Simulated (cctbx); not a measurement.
# Diagnosing a refinement

Cell a = 3.5880 Å, b = 3.5880 Å, c = 9.0880 Å, α = 90.00°, β = 90.00°, γ = 120.00°; space group P6_3/mmc (no. 194). The compound is Ga2Re.

Simulated single-crystal data (cctbx): Mo Kα, λ = 0.71073 Å, to d = 0.84 Å, 95 % of the full sphere, strongest reflection 40000 counts, noise from counting, a 6 % proportional error and a noise floor of 2 counts (s.d.); no absorption.

An anisotropic refinement with weights 1/σ² prints:

```text
Rint 0.043, 51 unique reflections to 0.85 A
cycle     R1     wR2    GooF  max shift (A)
   1  0.6138  0.7817  39.404   0.00000
   2  0.5765  0.7299  36.792   0.00000
final R1 0.5765 wR2 0.7299 GooF 36.792  parameters 2  data/parameter 25.5
atom        x        y        z      Ueq    occ   su(xyz)  su(Uiso or U11)
Re1    0.66667  0.33333  0.75000  -0.0182  1.000  0.00000  0.0115  NPD
difference map: max 498.08 min -31.30 rms 37.99
Q1    0.3333  0.6667  0.2500    2  498.08  0.00 A from Re1
Q2    0.3333  0.6667  0.5415    4  310.19  2.65 A from Re1
Q3    0.3333  0.6667  0.0996    4   48.11  1.37 A from Re1
Q4    0.0044  0.5022  0.1471   12   20.67  1.39 A from Re1
Q5    0.0571  0.3999  0.7500   12   17.19  1.30 A from Re1
Q6    0.3333  0.6667  0.6862    4   16.21  2.15 A from Re1
```

Q: Accept it or mend it, and why?

Mend it. The fault: an atom left out, Ga at (2/3, 1/3, 0.4574). Against the right model at the same level, R1 goes from 0.0100 to 0.5765 and GooF from 0.96 to 36.79, the top difference peak, 498.1 e/Å³, lies on Re1 and Re1 goes non-positive-definite. Q2 is the missing atom. With scattering power missing, scale and phases suffer, so peaks may also grow on the heavy atoms.

The compound is Ga2Re. The right model at the same level gives:

```text
Rint 0.043, 51 unique reflections to 0.85 A
cycle     R1     wR2    GooF  max shift (A)
   1  0.0206  0.0758   3.943   0.00461
   2  0.0100  0.0185   0.964   0.00000
final R1 0.0100 wR2 0.0185 GooF 0.964  parameters 5  data/parameter 10.2
atom        x        y        z      Ueq    occ   su(xyz)  su(Uiso or U11)
Re1    0.66667  0.33333  0.75000   0.0109  1.000  0.00000  0.0002
Ga1    0.66667  0.33333  0.45740   0.0187  1.000  0.00009  0.0003
difference map: max 0.43 min -0.77 rms 0.18
Q1    0.0062  0.3416  0.1282   24    0.44  1.43 A from Ga1
Q2    0.0000  0.0000  0.0000    2    0.38  2.11 A from Ga1
Q3    0.0811  0.1621  0.6929   12    0.30  1.94 A from Re1
Q4    0.0000  0.5000  0.0000    6    0.24  1.11 A from Ga1
Q5    0.1006  0.2012  0.5972   12    0.19  1.53 A from Ga1
Q6    0.2222  0.4444  0.0000   12    0.16  0.79 A from Ga1
```

The model was made for the exercise: a known structure type with other elements put in, its volume estimated, not relaxed; displacement parameters are assumed.

[Middle refinement cycles are left out of these outputs.]

[Logs are printed without paths, hosts, clocks, repeated set-up lines and the standing remarks that a program may print on its own settings, such as how far it seeks lower states.]
